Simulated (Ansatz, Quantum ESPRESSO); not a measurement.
# CaH2S2 (P-3m1): zone-centre phonons, part 3 of 3

Aim: the zone-centre modes of CaH2S2 (P-3m1).

Quantum ESPRESSO 7.5; DFT PBE, scalar-relativistic, plane waves, PseudoDojo norm-conserving pseudopotentials.

So far. Step 5 (Linear response at Γ): The acoustic modes at Γ come out as far as 5.4 cm⁻¹ from zero, where they should vanish, a small numerical error; the Born charges miss their sum rule by 0.0048 e, which is good. Step 6 (Zone-centre analysis): The rule moves no optical mode by more than 0.2 cm⁻¹. The relaxed cell has a = 4.402, c = 6.175 Å (conventional setting).

The structure was built from a prototype and need not be the compound's stable phase.

## (8) The LO-TO splitting (1 0 0)

A longitudinal polar mode sets up a macroscopic field that stiffens it; the term hangs on the direction from which q goes to zero.

Input file dynmat.in:

```
&input
   fildyn = 'g.dyn'
   asr = 'crystal'
   fileig = 'dynmat.eig'
   q(1) = 1.0
   q(2) = 0.0
   q(3) = 0.0
/
```

Started as:

```bash
$ dynmat.x -in dynmat.in > dynmat.out
```

Numbers of over 12 decimals in the logs are rounded to 6 here.

Log:

```text
[banner, memory and clock lines left out]
Program DYNMAT v.7.5

     Reading Dynamical Matrix from file g.dyn
     ...Force constants read
     ...epsilon and Z* read
     Acoustic Sum Rule: || Z*(ASR) - Z*(orig)|| =    3.044641E-03
     Acoustic Sum Rule: ||dyn(ASR) - dyn(orig)||=    1.550839E-04

     Polarizability (A^3 units)
     multiply by 0.566193 for Clausius-Mossotti correction
        20.009170   -0.000000   -0.000000
        -0.000000   20.009170    0.000000
         0.000000    0.000000   16.850819

     IR activities are in (D/A)^2/amu units

# mode   [cm-1]    [THz]      IR
    1     -0.00   -0.0000    0.0000
    2      0.00    0.0000    0.0000
    3      0.00    0.0000    0.0000
    4    144.79    4.3408    0.0000
    5    144.79    4.3408    0.0000
    6    193.68    5.8063    0.0000
    7    200.86    6.0216    3.9852
    8    222.49    6.6700    2.4892
    9    237.44    7.1184    1.4786
   10    285.74    8.5663    2.0731
   11    319.38    9.5747    4.5797
   12    449.41   13.4729    0.0000
   13    449.41   13.4729    0.0000
   14   2605.83   78.1208    0.0000
   15   2610.47   78.2600    1.3300

   )
[end of the log left out, with the tail of the file of modes that dynmat.x writes under the same name]
```

The job ended after 0.59 s (1 thread of Intel Xeon 6975P-C (Granite Rapids), shared host).

Numbers from this step:

```
highest mode moved by the LO-TO term : 319.4 cm⁻¹
```

Zone-centre frequencies as printed; negative means imaginary. Modes:

```csv
mode,frequency (cm⁻¹)
1,0
2,0
3,0
4,144.8
5,144.8
6,193.7
7,200.9
8,222.5
9,237.4
10,285.7
11,319.4
12,449.4
13,449.4
14,2606
15,2610
```

The field moves 2 modes; the highest of them now lies at 319 cm⁻¹, where the highest that moved away lay at 286.

## (9) The LO-TO splitting (0 0 1)

Input file dynmat.in:

```
&input
   fildyn = 'g.dyn'
   asr = 'crystal'
   fileig = 'dynmat.eig'
   q(1) = 0.0
   q(2) = 0.0
   q(3) = 1.0
/
```

Started as:

```bash
$ dynmat.x -in dynmat.in > dynmat.out
```

Log:

```text
[banner, memory and clock lines left out]
Program DYNMAT v.7.5

     Reading Dynamical Matrix from file g.dyn
     ...Force constants read
     ...epsilon and Z* read
     Acoustic Sum Rule: || Z*(ASR) - Z*(orig)|| =    3.044641E-03
     Acoustic Sum Rule: ||dyn(ASR) - dyn(orig)||=    1.550839E-04

     Polarizability (A^3 units)
     multiply by 0.566193 for Clausius-Mossotti correction
        20.009170   -0.000000   -0.000000
        -0.000000   20.009170    0.000000
         0.000000    0.000000   16.850819

     IR activities are in (D/A)^2/amu units

# mode   [cm-1]    [THz]      IR
    1     -0.00   -0.0000    0.0000
    2     -0.00   -0.0000    0.0000
    3      0.00    0.0000    0.0000
    4    144.79    4.3408    0.0000
    5    144.79    4.3408    0.0000
    6    193.68    5.8063    0.0000
    7    200.86    6.0216    3.9852
    8    200.86    6.0216    3.9852
    9    257.51    7.7199    2.4826
   10    285.74    8.5663    2.0731
   11    285.74    8.5663    2.0731
   12    449.41   13.4729    0.0000
   13    449.41   13.4729    0.0000
   14   2605.83   78.1208    0.0000
   15   2612.20   78.3117    1.3366

   )
[end of the log left out, with the tail of the file of modes that dynmat.x writes under the same name]
```

The job ended after 0.6 s (1 thread).

Read from the output:

```
highest mode moved by the LO-TO term : 2612 cm⁻¹
```

Zone-centre frequencies as printed; negative means imaginary. Modes:

```
mode  frequency (cm⁻¹)
   1                 0
   2                 0
   3                 0
   4             144.8
   5             144.8
   6             193.7
   7             200.9
   8             200.9
   9             257.5
  10             285.7
  11             285.7
  12             449.4
  13             449.4
  14              2606
  15              2612
```

The field moves 2 modes; the highest of them now lies at 2612 cm⁻¹, where the highest that moved away lay at 2610.

## (10) Modes along a direction of q (1 1 1)

Input file dynmat.in:

```
&input
   fildyn = 'g.dyn'
   asr = 'crystal'
   fileig = 'dynmat.eig'
   q(1) = 1.0
   q(2) = 1.0
   q(3) = 1.0
/
```

Started as:

```bash
$ dynmat.x -in dynmat.in > dynmat.out
```

Log:

```text
[banners, grids, parts of the stress and lines that vanish by symmetry left out]
[banner, memory and clock lines left out]
Program DYNMAT v.7.5

     Reading Dynamical Matrix from file g.dyn
     ...Force constants read
     ...epsilon and Z* read
     Acoustic Sum Rule: || Z*(ASR) - Z*(orig)|| =    3.044641E-03
     Acoustic Sum Rule: ||dyn(ASR) - dyn(orig)||=    1.550839E-04

     Polarizability (A^3 units)
     multiply by 0.566193 for Clausius-Mossotti correction
        20.009170   -0.000000   -0.000000
        -0.000000   20.009170    0.000000
         0.000000    0.000000   16.850819

     IR activities are in (D/A)^2/amu units

# mode   [cm-1]    [THz]      IR
    1     -0.00   -0.0000    0.0000
    2     -0.00   -0.0000    0.0000
[...]
14   2605.83   78.1208    0.0000
   15   2611.00   78.2759    1.3320

   )
[end of the log left out, with the tail of the file of modes that dynmat.x writes under the same name]
```

The job ended after 0.59 s (1 thread).

Read from the output:

```
highest mode moved by the LO-TO term : 2611 cm⁻¹
```

Zone-centre frequencies as printed; negative means imaginary. Modes:

| mode | frequency (cm⁻¹) |
| --- | --- |
| 1 | 0 |
| 2 | 0 |
| 3 | 0 |
| 4 | 144.8 |
| 5 | 144.8 |
| 6 | 193.7 |
| 7 | 200.9 |
| 8 | 215 |
| 9 | 243.8 |
| 10 | 285.7 |
| 11 | 310.1 |
| 12 | 449.4 |
| 13 | 449.4 |
| 14 | 2606 |
| 15 | 2611 |

The field moves 4 modes; the highest of them now lies at 2611 cm⁻¹, where the highest that moved away lay at 2610.

## (11) Cross-check with Ansatz

A second program on the same cell, potentials, cutoff and meshes tests the implementation of the phonon response, not its convergence. Its field response is summed in its own way. Its k mesh is centred on Γ.

This step: DFT PBE, scalar-relativistic, plane waves, PseudoDojo norm-conserving pseudopotentials (Ansatz 0.2.0).

Input file input.yaml:

```yaml
crystal:
  lattice:
    - [4.4020978823, 0.0, 0.0]
    - [-2.2010489382, 3.8123285977, 0.0]
    - [0.0, 0.0, 6.17535167]
  atoms:
    - { symbol: Ca, position: [0.0, 0.0, 0.0] }
    - { symbol: H, position: [0.3333333333, 0.6666666667, 0.5675188658] }
    - { symbol: H, position: [0.6666666667, 0.3333333333, 0.4324811342] }
    - { symbol: S, position: [0.3333333333, 0.6666666667, 0.7862096962] }
    - { symbol: S, position: [0.6666666667, 0.3333333333, 0.2137903038] }
kpoints:
  mp_grid: { grid: [6, 6, 4] }
hamiltonian:
  xc: pbe
  pseudopotentials: { kind: nc, accuracy: standard }
scf:
  occupations: { method: fixed }
output:
  eigenvalues: true
basis:
  ecutwfc: 979.61
phonons:
  method: dfpt
  dielectric: true
  rigid_motions: translations
```

Started as:

```bash
$ ansatz run input.yaml --threads 4 --pin off --max-ram 8192MiB --backend cpu --events-out ev --progress --plain --runs-dir out
```

Log:

```text
Engine: ansatz 0.2.0, x86_64-unknown-linux-gnu
Pseudopotentials: kind: nc
Pseudopotential: Ca, nc, valence charge 10, recommended cutoff 925.187132 eV (normal), Ca.nc.azcp (PseudoDojo's, or run here from an input of PseudoDojo's; its table is named by hamiltonian.pseudopotentials.accuracy)
Pseudopotential: H, nc, valence charge 1, recommended cutoff 979.609905 eV (normal), H.nc.azcp (PseudoDojo's, or run here from an input of PseudoDojo's; its table is named by hamiltonian.pseudopotentials.accuracy)
Pseudopotential: S, nc, valence charge 6, recommended cutoff 770 eV (normal), S.nc.azcp (PseudoDojo's, or run here from an input of PseudoDojo's; its table is named by hamiltonian.pseudopotentials.accuracy)
Functional definition: PBE
  parameter kappa = 0.804
  parameter beta = 0.066725
  exchange = pbe_x(kappa = kappa, mu = beta*pi^2/3)
  correlation = pbe_c(beta = beta)
Crystal: 5 atoms, lattice volume = 103.636 Å³
Basis set: ecut = 979.61 eV, 7243 PW (Γ), exchange–correlation on 90×90×128 points (8 copies of the dense FFT grid, shifted against one another)
Bands: 17, of which v1, the nominal top of the filled ones, is band 12 counted from 1 (11 counted from 0)
Symmetry: 12 space group operations
k-points: 47 of 144 (irreducible under 2 space group operations, time reversal used)
Non-local potential: Ca, projectors of the file, l = 0: 2, l = 1: 2, l = 2: 2
Non-local potential: H, projectors of the file, l = 0: 2, l = 1: 1
Non-local potential: S, projectors of the file, l = 0: 2, l = 1: 2, l = 2: 2
Initial density: superposition of atomic densities (chi_scale 0.1, normalization cell, long waves kept (reshape's long-wave potential 0.05 eV rms))
Initial wavefunctions: pseudopotential atomic-orbital guess
Functional: x = pbe(κ = 0.804, μ = 0.219515), c = pbe(β = 0.066725)
SCF iter   1: F=—  HF=-1690.053886 eV  |F-HF|=—  |Δ(HF+E_count)|=         —  Δρ=4.96e-2  dr2=4.62e0  ethr=3.10e-3  ⟨swp⟩=10.5  Hψ=6685  notcnv=0  defer=129
preconditioner: auto → Resta (q_TF=auto, 2.138 Å⁻¹)  ε∞=3.9  [insulator: Δε(μ)=2.643 eV  Ē_g=8.618 eV  n_scr=22 (ndim 8)  ℏωp=14.6 eV  f_vac=0.008  ε∞_Penn≈3.9]
SCF iter   2: F=—  HF=-1688.869433 eV  |F-HF|=—  |Δ(HF+E_count)|=    1.18e0  Δρ=2.41e-2  dr2=1.01e0  ethr=3.10e-3  ⟨swp⟩=6.1  Hψ=2744  notcnv=0  defer=119
SCF iter   3: F=—  HF=-1688.571089 eV  |F-HF|=—  |Δ(HF+E_count)|=   2.98e-1  Δρ=5.76e-3  dr2=6.21e-2  ethr=3.10e-3  ⟨swp⟩=6.1  Hψ=2207  notcnv=0  defer=129
SCF iter   4: F=—  HF=-1688.575306 eV  |F-HF|=—  |Δ(HF+E_count)|=   4.22e-3  Δρ=1.65e-3  dr2=3.68e-3  ethr=2.59e-4  ⟨swp⟩=5.1  Hψ=1703  notcnv=0  defer=140
SCF iter   5: F=—  HF=-1688.580108 eV  |F-HF|=—  |Δ(HF+E_count)|=   4.80e-3  Δρ=4.63e-4  dr2=2.76e-4  ethr=1.54e-5  ⟨swp⟩=4.0  Hψ=1491  notcnv=0  defer=141
SCF iter   6: F=—  HF=-1688.580986 eV  |F-HF|=—  |Δ(HF+E_count)|=   8.78e-4  Δρ=9.40e-5  dr2=1.73e-5  ethr=1.15e-6  ⟨swp⟩=3.8  Hψ=1363  notcnv=0  defer=141
SCF iter   7: F=—  HF=-1688.581073 eV  |F-HF|=—  |Δ(HF+E_count)|=   8.71e-5  Δρ=3.60e-5  dr2=1.78e-6  ethr=7.20e-8  ⟨swp⟩=3.2  Hψ=1699  notcnv=0  defer=140
SCF iter   8: F=—  HF=-1688.581077 eV  |F-HF|=—  |Δ(HF+E_count)|=   4.54e-6  Δρ=8.27e-6  dr2=1.35e-7  ethr=7.43e-9  ⟨swp⟩=2.0  Hψ=1323  notcnv=0  defer=138
SCF iter   9: F=—  HF=-1688.581078 eV  |F-HF|=—  |Δ(HF+E_count)|=   3.36e-7  Δρ=2.21e-6  dr2=8.35e-9  ethr=5.63e-10  ⟨swp⟩=2.4  Hψ=1291  notcnv=0  defer=138
SCF iter  10: F=—  HF=-1688.581078 eV  |F-HF|=—  |Δ(HF+E_count)|=   1.65e-8  Δρ=7.17e-7  dr2=8.95e-10  ethr=3.48e-11  ⟨swp⟩=2.7  Hψ=1349  notcnv=0  defer=138
SCF iter  11: F=-1688.581078 eV  HF=-1688.581078 eV  |F-HF|=1.41e-10  |Δ(HF+E_count)|=   1.61e-9  Δρ=1.71e-7  dr2=3.15e-11  ethr=1.00e-12  ⟨swp⟩=24.7  Hψ=10497  notcnv=0
SCF 1 converged in 11 iterations: F = -1688.581078 eV  dr2 = 3.15e-11
DFPT response loops at Γ: preconditioner auto → Resta (q_TF=auto, 2.138 Å⁻¹)  ε∞=4.1 (no band partly filled); β = 1.00, the filter's whole step (`scf.mixing.beta` (0.50) is not read by the response loops at its default; to damp them type it under 1.00, their step now; it binds the ground state too); Broyden in place of MSR1
── the response to a field inside a basis, on 6×6×4 k-points: an SCF that follows is theirs, and a resumed run solves both again ──
Bands: 13, of which v1, the nominal top of the filled ones, is band 12 counted from 1 (11 counted from 0)
k-points: 42 of 144 (irreducible under 4 space group operations)
Initial density: handed on by an earlier stage of this run
Initial wavefunctions: pseudopotential atomic-orbital guess (no wavefunctions were taken with the density)
Eigensolver: Dense (42 Hₖ)
SCF iter   1: F=—  HF=-1688.577597 eV  |F-HF|=—  |Δ(HF+E_count)|=         —  Δρ=5.39e-5  dr2=3.88e-7  ethr=1.00e-1
preconditioner: auto → Resta (q_TF=auto, 2.138 Å⁻¹)  ε∞=3.9  [insulator: Δε(μ)=3.722 eV  Ē_g=8.629 eV  n_scr=22 (ndim 8)  ℏωp=14.6 eV  f_vac=0.061  ε∞_Penn≈3.9]
SCF iter   2: F=—  HF=-1688.577599 eV  |F-HF|=—  |Δ(HF+E_count)|=   1.56e-6  Δρ=2.82e-5  dr2=1.10e-7  ethr=1.62e-9
SCF iter   3: F=-1688.577600 eV  HF=-1688.577600 eV  |F-HF|=1.08e-9  |Δ(HF+E_count)|=   6.10e-7  Δρ=9.19e-7  dr2=8.91e-10  ethr=4.60e-10
SCF 1 converged in 3 iterations: F = -1688.577600 eV  dr2 = 8.91e-10
DFPT response loops at Γ: preconditioner auto → Resta (q_TF=auto, 2.138 Å⁻¹)  ε∞=4.0 (no band partly filled); β = 1.00, the filter's whole step (`scf.mixing.beta` (0.50) is not read by the response loops at its default; to damp them type it under 1.00, their step now; it binds the ground state too); Broyden in place of MSR1
SCF converged after 11 iterations
Free energy (F): -1688.581078 eV
Harris-Foulkes:  -1688.581078 eV  (|F-HF|=1.41e-10)
Internal energy: -1688.581078 eV  (E = F + TS)
E sigma→0 (E₀):  -1688.581078 eV
Fermi energy:    1.935933 eV
--- Per-component energies (eV) ---
  E_band       = -225.540592
  E_kinetic    = 600.725341
  E_local      = -1543.133533  (includes V_loc(G=0)·N_el)
  E_nonlocal   = 166.773796
  E_hartree    = 464.696958
  E_xc         = -390.251272
  E_vxc        = -379.300184  (∫ρ·V_xc dr)
  E_ewald      = -987.392368
  E_smearing   = -0.000000  (= −TS)
  E_closure    = 0.000000  (closes the sum)
  Σ components = -1688.581078   (vs F -1688.581078, Δ=0.00e0)
--- Band table (eV; the first three rows and the last of 47) ---
  k-point 0: bands = [... 8 lower, 0.8157, 0.8157, 1.9359, 1.9359, 5.7624, 6.1332, 6.5645, 6.9925, ... 1 higher]
  k-point 1: bands = [... 8 lower, 0.8516, 0.8516, 1.8798, 1.8798, 6.0025, 6.2961, 6.9414, 6.9414, ... 1 higher]
  k-point 2: bands = [... 8 lower, 0.8914, 0.8914, 1.8202, 1.8202, 6.0090, 6.8398, 6.8918, 6.8918, ... 1 higher]
  k-point 46: bands = [... 8 lower, 0.2536, 0.8239, 0.8752, 1.3839, 6.1834, 6.6643, 7.3892, 7.8810, ... 1 higher]
--- Phonons (Γ-DFPT): 6 representative perturbations + reference, on 47 of 144 k-points (Σ response iterations 23) ---
  k mesh reduced under 2 symmetry operations, with k and −k counted as one. Each operation leaves every solved perturbation unchanged. A smaller set is not considered because the run solves the response to a homogeneous field
  ASR residual: 2.512e-4 → 0.000e0 eV/Å²; symmetrization residual: 1.682e-6 eV/Å²
  ASR residual per site (eV/Å²): 2.51e-4 4.11e-5 4.11e-5 4.94e-5 4.94e-5
  Γ frequencies (cm⁻¹): 0.00 0.00 0.00 144.80 144.80 193.67 201.05 201.05 222.33 285.88 285.88 449.40 449.40 2605.82 2610.42
  ε∞ (high-frequency dielectric tensor):
        3.417623     0.000000     0.000000
        0.000000     3.417623    -0.000000
        0.000000    -0.000000     3.043036
  ε⁰ (static dielectric tensor: ions relaxed, cell fixed):
        5.969122     0.000000     0.000000
        0.000000     5.969122    -0.000000
        0.000000    -0.000000     4.082875
  ε⁰ − ε∞ (ionic part):
        2.551499     0.000000     0.000000
        0.000000     2.551499    -0.000000
        0.000000    -0.000000     1.039839
  softest optical mode at Γ: 144.80 cm⁻¹; the repairs (sum rule, projections) moved no ω² at Γ by more than (4.23 cm⁻¹)²
  Born effective charges Z* (e; rows j = field, columns β = displacement):
    site 0:
         2.46715    0.00000    0.00000
         0.00000    2.46715   -0.00000
         0.00000   -0.00000    1.63567
    site 1:
         0.05626    0.00000   -0.00000
        -0.00000    0.05626    0.00000
        -0.00000    0.00000    0.14407
    site 2:
         0.05626    0.00000   -0.00000
        -0.00000    0.05626    0.00000
        -0.00000    0.00000    0.14407
    site 3:
        -1.28984   -0.00000   -0.00000
        -0.00000   -1.28984    0.00000
        -0.00000    0.00000   -0.96191
    site 4:
        -1.28984    0.00000   -0.00000
         0.00000   -1.28984    0.00000
        -0.00000    0.00000   -0.96191
  Z* charge neutrality: 1.968e-4 e pre-enforcement
  solved inside a basis spanned on kpoints, on 6×6×4 k-points, its susceptibility summed on 10×10×6: ε∞ is read to err by 7.8e-3, Z* by 1.1e-2 e (field_mesh: kpoints solves on kpoints); Z* is corrected for what the basis lacks
  optical modes at Γ without the LO–TO term, one row a degenerate level:
      ω (cm⁻¹)  modes    IR ((D/Å)²/amu)
        144.80      2             0.0000
        193.67      1             0.0000
        201.05      2             8.0027
        222.33      1             2.4878
        285.88      2             4.0837
        449.40      2             0.0000
       2605.82      1             0.0000
       2610.42      1             1.3341
  optical modes at Γ + LO–TO along q̂ = [1.0000, 0.0000, 0.0000]:
      ω (cm⁻¹)  modes    IR ((D/Å)²/amu)
        144.80      2             0.0000
        193.67      1             0.0000
        201.05      1             4.0014
        222.33      1             2.4878
        237.90      1             1.4890
        285.88      1             2.0418
        319.28      1             4.5542
        449.40      2             0.0000
[...]
optical modes at Γ + LO–TO along q̂ = [0.0000, 1.0000, 0.0000]:
      ω (cm⁻¹)  modes    IR ((D/Å)²/amu)
[...]
319.28      1             4.5542
        449.40      2             0.0000
       2605.82      1             0.0000
       2610.42      1             1.3341
  optical modes at Γ + LO–TO along q̂ = [0.0000, 0.0000, 1.0000]:
      ω (cm⁻¹)  modes    IR ((D/Å)²/amu)
        144.80      2             0.0000
        193.67      1             0.0000
        201.05      2             8.0027
        257.36      1             2.4812
        285.88      2             4.0837
        449.40      2             0.0000
       2605.82      1             0.0000
       2612.16      1             1.3407
```

Elapsed: 80 s, on 4 threads; peak memory 1.7 GiB.

Numbers from this step:

```
gap on the k-mesh                        : 3.623 eV
sum-rule residual before enforcement     : 2.51e-4 eV/Å²
miss of the charge sum rule              : 1.97e-4 e
estimated error of the dielectric tensor : 0.007794
estimated error of the Born charges      : 0.01072 e
mean high-frequency dielectric constant  : 3.293
mean static dielectric constant          : 5.340
highest mode moved by the LO-TO term     : 2612 cm⁻¹
```

Transverse modes. Infrared lines, with heights relative to the strongest:

```
position (cm⁻¹)  label  IR intensity ((D/Å)²/amu), degenerate modes summed, relative
            145     Eg                                                           0.0
            194    A1g                                                           0.0
            201     Eu                                                           100
            222    A2u                                                            31
            286     Eu                                                            51
            449     Eg                                                           0.0
           2606    A1g                                                           0.0
           2610    A2u                                                            17
```

## (12) Side by side: QE PseudoDojo and Ansatz, PseudoDojo

Worked out from the results:

- root-mean-square difference: 0.11 cm⁻¹
- largest difference: 0.19 cm⁻¹

The 12 of 12 modes that differ most. Frequencies side by side:

```
q (reciprocal lattice)  mode  QE PseudoDojo (cm⁻¹)  Ansatz, PseudoDojo (cm⁻¹)
                 0 0 0     4                 144.8                      144.8
                 0 0 0     5                 144.8                      144.8
                 0 0 0     6                 193.7                      193.7
                 0 0 0     7                 200.9                      201.1
                 0 0 0     8                 200.9                      201.1
                 0 0 0     9                 222.5                      222.3
                 0 0 0    10                 285.7                      285.9
                 0 0 0    11                 285.7                      285.9
                 0 0 0    12                 449.4                      449.4
                 0 0 0    13                 449.4                      449.4
                 0 0 0    14                  2606                       2606
                 0 0 0    15                  2610                       2610
```

The two runs side by side. Further quantities:

```csv
quantity,QE PseudoDojo,"Ansatz, PseudoDojo"
mean ε∞,3.299,3.293
"largest Born charge in size (e; the first before, the second after the charge sum rule)",2.19,2.19
summed IR intensity ((D/Å)²/amu),15.94,15.91
```

At the zone centre the largest difference (acoustic modes at Γ apart) is 0.007 % of the highest mode.

## (13) Summary of results

| Property | Result |
| --- | --- |
| space group after relaxation | P-3m1 |
| volume per atom | 20.7 Å³ |
| gap on the k-mesh | 3.62 eV |
| highest optical zone-centre mode (no LO-TO term) | 2610 cm⁻¹ |
| lowest optical zone-centre mode | 144.8 cm⁻¹ |
| highest mode moved by the LO-TO term | 2612 cm⁻¹ |
| mean high-frequency dielectric constant | 3.30 |
| largest Born charge in size (third of the trace) | 2.19 e |
| mean static dielectric constant | 5.35 |
| imaginary optical modes at the zone centre (no q mesh in this session) | none |
| largest difference from Ansatz, PseudoDojo | 0.19 cm⁻¹ |

In words: At the PBE level the optical modes of CaH2S2 (P-3m1) at the zone centre (no LO-TO term) run from 145 to 2610 cm⁻¹. The relaxation gained more than 0.3 eV an atom, so the start was far from this structure and its bonding may have changed. Along the directions run, the highest mode that the macroscopic field moves lies at 2612 cm⁻¹. Lattice motion raises the mean dielectric constant from 3.299 to 5.348. Of the 12 optical modes, 6 are Raman active alone and 6 are infrared active alone; inversion symmetry keeps the two sets apart. QE PseudoDojo and Ansatz, PseudoDojo agree to 0.19 cm⁻¹ (0.007 % of the highest mode compared) on all solved modes but the acoustic ones at Γ, without the LO-TO term. These are harmonic frequencies at zero temperature: anharmonic shifts and linewidths and thermal expansion are left out. The structure is a hypothetical one, built on a prototype.

[Host names and launcher messages were left out of these logs when they were recorded.]

[Logs are printed without paths, hosts, clocks, repeated set-up lines and the standing remarks that a program may print on its own settings, such as how far it seeks lower states.]

[Hosts, paths, dates, database ids (printed as entryN), source tags and the programs' standing remarks are cut or masked in the printed files.]
